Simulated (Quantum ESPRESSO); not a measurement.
# MgO (Periclase): from Born charge to LO-TO splitting

How high does the longitudinal optical mode of MgO (Periclase) lie, given the transverse one, the Born charge and ε∞?

Calculated with Quantum ESPRESSO 7.5; DFT PBEsol, scalar-relativistic, plane waves, PseudoDojo norm-conserving pseudopotentials.

The database entry behind the starting cell differs from later determinations by our own check (about 0.1 % long), so it need not match the best structure at ambient conditions.

## (1) The relaxed structure

Symmetry: Fm-3m, No. 225, cubic system. Conventional cell: a = 4.214 Å, b = 4.214 Å, c = 4.214 Å, α = 90.00°, β = 90.00°, γ = 90.00°. Nearest to Mg lie 6 O at 2.11 Å. Nearest to O lie 6 Mg at 2.11 Å. Farther neighbours and most contacts between anions are not listed.

Structure file:

```cif
data_structure
_symmetry_space_group_name_H-M 'P 1'
_symmetry_Int_Tables_number 1
_cell_length_a 2.9798
_cell_length_b 2.9798
_cell_length_c 2.9798
_cell_angle_alpha 60.000
_cell_angle_beta 60.000
_cell_angle_gamma 60.000
_cell_volume 18.71
loop_
_atom_site_label
_atom_site_type_symbol
_atom_site_fract_x
_atom_site_fract_y
_atom_site_fract_z
_atom_site_occupancy
Mg1 Mg 0.00000 0.00000 0.00000 1
O2 O 0.50000 0.50000 0.50000 1
```

This is the cell after its relaxation at this level of theory, not the database cell from which that began.

## (2) What the response run gave

A linear-response run on the relaxed cell, with the response to an electric field; only its zone-centre results are used. Cutoff 92 Ry, k mesh 8×8×8.

Log:

```text
[banners, grids, parts of the stress and lines that vanish by symmetry left out]
Program PHONON v.7.5
     Reading xml data from directory:

[...]
Exchange-correlation= PBESOL
                           (   1   4  10   8   0   0   0)
[...]
kinetic-energy cut-off    =      92.0000  Ry
     charge density cut-off    =     368.0000  Ry
     convergence threshold     =      1.0E-18
[...]
Exchange-correlation= PBESOL
                           (   1   4  10   8   0   0   0)
[...]
q = (   0.0000000   0.0000000   0.0000000 )
     49 Sym.Ops. (with q -> -q+G )
     G cutoff =  295.5689  (  15065 G-vectors)     FFT grid: ( 36, 36, 36)
     number of k points=    29
[...]
Mode symmetry, O_h (m-3m)  point group:
[...]
Dielectric constant
[...]
End of electric fields calculation
          Dielectric constant in cartesian axis
          (       3.233862262       0.000000000      -0.000000000 )
          (       0.000000000       3.233862262       0.000000000 )
          (       0.000000000       0.000000000       3.233862262 )
          Effective charges (d Force / dE) in cartesian axis without acoustic sum rule applied (asr)
           atom    1  Mg    Mean Z*:        1.98602
      Ex  (        1.98602       -0.00000        0.00000 )
      Ey  (       -0.00000        1.98602       -0.00000 )
      Ez  (        0.00000       -0.00000        1.98602 )
           atom    2  O     Mean Z*:       -1.98561
      Ex  (       -1.98561       -0.00000        0.00000 )
      Ey  (       -0.00000       -1.98561       -0.00000 )
      Ez  (        0.00000       -0.00000       -1.98561 )
          Effective charges Sum: Mean:        0.00041
[...]
Effective charges (d Force / dE) in cartesian axis with asr applied:
           atom    1  Mg    Mean Z*:        1.98582
[...]
atom    2  O     Mean Z*:       -1.98582
[...]
Representation #   1 modes #   1   2   3
[...]
End of self-consistent calculation
     Convergence has been achieved
     Representation #   2 modes #   4   5   6
[...]
End of self-consistent calculation
     Convergence has been achieved
[...]
Dielectric constant in cartesian axis
          (       3.233862262       0.000000000      -0.000000000 )
          (       0.000000000       3.233862262       0.000000000 )
          (       0.000000000       0.000000000       3.233862262 )
          Effective charges (d Force / dE) in cartesian axis without acoustic sum rule applied (asr)
           atom    1  Mg    Mean Z*:        1.98602
      Ex  (        1.98602       -0.00000        0.00000 )
      Ey  (       -0.00000        1.98602       -0.00000 )
      Ez  (        0.00000       -0.00000        1.98602 )
           atom    2  O     Mean Z*:       -1.98561
      Ex  (       -1.98561       -0.00000        0.00000 )
      Ey  (       -0.00000       -1.98561       -0.00000 )
      Ez  (        0.00000       -0.00000       -1.98561 )
          Effective charges Sum: Mean:        0.00041
[...]
Effective charges (d Force / dE) in cartesian axis with asr applied:
           atom    1  Mg    Mean Z*:        1.98582
[...]
atom    2  O     Mean Z*:       -1.98582
[...]
q = (    0.000000000   0.000000000   0.000000000 )
[...]
freq (    1) =      -0.731039 [THz] =     -24.384820 [cm-1]
     freq (    2) =      -0.731039 [THz] =     -24.384820 [cm-1]
     freq (    3) =      -0.731039 [THz] =     -24.384820 [cm-1]
     freq (    4) =      11.548445 [THz] =     385.214667 [cm-1]
     freq (    5) =      11.548445 [THz] =     385.214667 [cm-1]
     freq (    6) =      11.548445 [THz] =     385.214667 [cm-1]
[...]
Mode symmetry, O_h (m-3m)  point group:
     freq (   1-   3) =        -24.4  [cm-1]   --> T_1u G_15  G_4- I
     freq (   4-   6) =        385.2  [cm-1]   --> T_1u G_15  G_4- I

   JOB DONE.
```

```csv
quantity,value
cell volume Ω (Å³),18.709
mass of Mg (u),24.305
mass of O (u),15.999
"Born charge of Mg, raw (e)",1.986
"Born charge of O, raw (e)",-1.986
ε∞,3.234
ω(TO) after the sum rule (cm⁻¹),386.7
```

## (3) The calculation

The charges must sum to zero over the cell; taking off their mean, 0.000 e, leaves Z* = 1.986 e on Mg. In the polar mode Mg moves against O, so the reduced mass is μ = 24.30 × 16.00 / 40.30 = 9.648 u.

A longitudinal wave builds up a field that adds to the restoring force: ω(LO)² = ω(TO)² + 4π Z*² / (μ Ω ε∞), in Hartree atomic units. With μ = 17587 electron masses and Ω = 126.25 bohr³ the second term is 6.9010e-06 Ha², or 332416 cm⁻² (1 Ha = 219474.6 cm⁻¹).

So ω(LO) = √(149506 + 332416) = 694.2 cm⁻¹, and by the Lyddane-Sachs-Teller relation ε₀ = ε∞ (ω(LO)/ω(TO))² = 10.42.

## (4) Check against the program

The analysis program adds the same non-analytic term to the full matrix, here for q along (1 0 0).

Log:

```text
[banner, memory and clock lines left out]
Program DYNMAT v.7.5

     Reading Dynamical Matrix from file g.dyn
     ...Force constants read
     ...epsilon and Z* read

     Polarizability (A^3 units)
     multiply by 0.573190 for Clausius-Mossotti correction
         3.325760    0.000000    0.000000
         0.000000    3.325760    0.000000
        -0.000000    0.000000    3.325760

     IR activities are in (D/A)^2/amu units

# mode   [cm-1]    [THz]      IR
    1     -0.00   -0.0000    0.0000
    2     -0.00   -0.0000    0.0000
    3     -0.00   -0.0000    0.0000
    4    386.66   11.5918    9.4299
    5    386.66   11.5918    9.4299
    6    694.21   20.8120    9.4299
```

ε₀ comes from the program's run without a direction of q.

```csv
quantity,by hand,program
ω(LO) (cm⁻¹),694.2,694.2
ε₀,10.42,10.42
```

## (5) What came out

| Property | Result |
| --- | --- |
| TO mode | 386.7 cm⁻¹ |
| LO mode | 694.2 cm⁻¹ |
| static dielectric constant | 10.42 |

What this shows: The LO mode of MgO (Periclase) lies at 694 cm⁻¹, 308 cm⁻¹ above the TO mode; the formula meets the program within 0.1 cm⁻¹, as it must for a cubic crystal with one polar mode. ω(LO)² − ω(TO)² goes with Z*²/ε∞: an error of 5 % in ε∞ would move the LO mode by 11.5 cm⁻¹, and semilocal functionals tend to overestimate ε∞. The acoustic modes of the response miss zero by 24 cm⁻¹, a numerical error that can touch the optical modes as well. These are harmonic values at zero temperature, at the volume of this functional, for the structure held cubic; stability elsewhere in the zone is no part of this calculation.

[Host names and launcher messages were left out of these logs when they were recorded.]

[Logs are printed without paths, hosts, clocks, repeated set-up lines and the standing remarks that a program may print on its own settings, such as how far it seeks lower states.]

[Hosts, paths, dates, database ids (printed as entryN), source tags and the programs' standing remarks are cut or masked in the printed files.]
